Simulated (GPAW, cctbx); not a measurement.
## Reading charge transfer from structure factors

RbMnI3, Pm-3m (no. 221), a = 5.8287 Å, b = 5.8287 Å, c = 5.8287 Å, α = 90.00°, β = 90.00°, γ = 90.00°.

```
atom  mult.    x    y    z
  I1      3    0  1/2  1/2
 Rb1      1    0    0    0
 Mn1      1  1/2  1/2  1/2
```

The start was made by putting kin elements into a known structure type; the compound need not exist, or be stable, in this form.

Absolute values of the static structure factors of the conventional cell from DFT (PBE, GPAW) against free spherical atoms, in electrons:

```csv
hkl,d (Å),free atoms,crystal
010,5.829,38.66,38.75
011,4.122,7.10,6.92
111,3.365,148.44,148.64
020,2.914,183.37,183.51
021,2.607,32.37,32.43
121,2.380,5.77,5.93
022,2.061,164.30,164.25
122,1.943,29.13,29.14
030,1.943,29.13,29.19
031,1.843,4.71,4.86
```

**Question.** Which way does charge move, and which reflections show it best?

Project each element's phase sum on the total phase. |F| rises if density moves to atoms that scatter in phase and falls if it moves to atoms that scatter against it; the rule is for low angles, since changes of shape take over beyond. Where all elements are in phase the terms compete, and the compactness of the donor's and the acceptor's density matters too.

| hkl | I in phase | Rb in phase | Mn in phase | change (e) | (%) |
| --- | --- | --- | --- | --- | --- |
| 010 | +1.0 | -1.0 | +1.0 | +0.09 | +0.2 |
| 011 | -1.0 | +1.0 | +1.0 | -0.18 | -2.5 |
| 111 | +3.0 | +1.0 | -1.0 | +0.19 | +0.1 |
| 020 | +3.0 | +1.0 | +1.0 | +0.14 | +0.1 |
| 021 | +1.0 | -1.0 | +1.0 | +0.06 | +0.2 |
| 121 | -1.0 | +1.0 | +1.0 | +0.16 | +2.8 |
| 022 | +3.0 | +1.0 | +1.0 | -0.04 | 0.0 |
| 122 | +1.0 | -1.0 | +1.0 | +0.01 | 0.0 |

Low-angle reflections that set elements apart and change by more than 0.05 e: 010, 011, 111, 021 and 121 (122 hardly moves and tells little). The signs fit a gain of density on I and a loss on Rb and Mn, apart from 121. The best witness is 011, -2.5 %, where I enters with -1.0. The real-space density agrees: Voronoi charges I -0.15, Rb +0.24, Mn +0.22 e. The shortest bond, I–Mn, has Δρ = +0.03 e/Å³ at its midpoint. Limits: a ferromagnetic start is the only order tried, and the real ground state may be antiferromagnetic or insulating.

[Outputs are excerpts: Python notices, other lines and further rows are left out; steps that failed or that the build refused (PBEsol, TPSS) are not shown.]

[Logs are printed without paths, hosts, clocks, repeated set-up lines and the standing remarks that a program may print on its own settings, such as how far it seeks lower states.]
